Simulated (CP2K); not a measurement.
Two runs for the C K edge of aminoethylene. Run A: CP2K XAS_TDP, all-electron GAPW, PBEh(45%), aug-cc-pVDZ, TDA, no relativity. Run B differs in one setting.

First lines with a strength over 0.0015. A:

```
                     atom  energy (eV)  states  strength, one atom
 C1 (bonded to C and 2 H)       281.45       1              0.0417
                                283.36       1              0.0039
                                283.80       1              0.0130
                                284.07       1              0.0022
                                284.91       1              0.0056
C2 (bonded to C, N and H)       282.36       1              0.0609
                                284.73       1              0.0125
                                285.50       1              0.0034
                                286.65       1              0.0016
                                286.79       1              0.0024
```

B:

| atom | energy (eV) | states | strength, one atom |
| --- | --- | --- | --- |
| C1 (bonded to C and 2 H) | 283.57 | 1 | 0.0448 |
|  | 285.47 | 1 | 0.0052 |
|  | 285.91 | 1 | 0.0166 |
|  | 286.26 | 1 | 0.0020 |
|  | 287.07 | 1 | 0.0066 |
| C2 (bonded to C, N and H) | 284.73 | 1 | 0.0633 |
|  | 286.87 | 1 | 0.0151 |
|  | 287.68 | 1 | 0.0034 |
|  | 288.85 | 1 | 0.0018 |
|  | 289.01 | 1 | 0.0027 |

Which was it: GW2X switched on, scalar relativity switched on, the basis, the functional?

The functional (functional from PBEh(45%) to BHandHLYP; the lines alone don't name the new value). A functional moves all lines by electronvolts and changes their spacings and strengths. Against PBEh(45%) in aug-cc-pVDZ, the leading lines move by +2.12 eV (C1, to 283.57) and +2.37 eV (C2, to 284.73); the strength of C1's goes from 0.0417 to 0.0448.

[Banner, clock and machine lines of the logs are left out without a mark of their own.]

[Logs are printed without paths, hosts, clocks, repeated set-up lines and the standing remarks that a program may print on its own settings, such as how far it seeks lower states.]

[Hosts, paths, dates, database ids (printed as entryN), source tags and the programs' standing remarks are cut or masked in the printed files.]
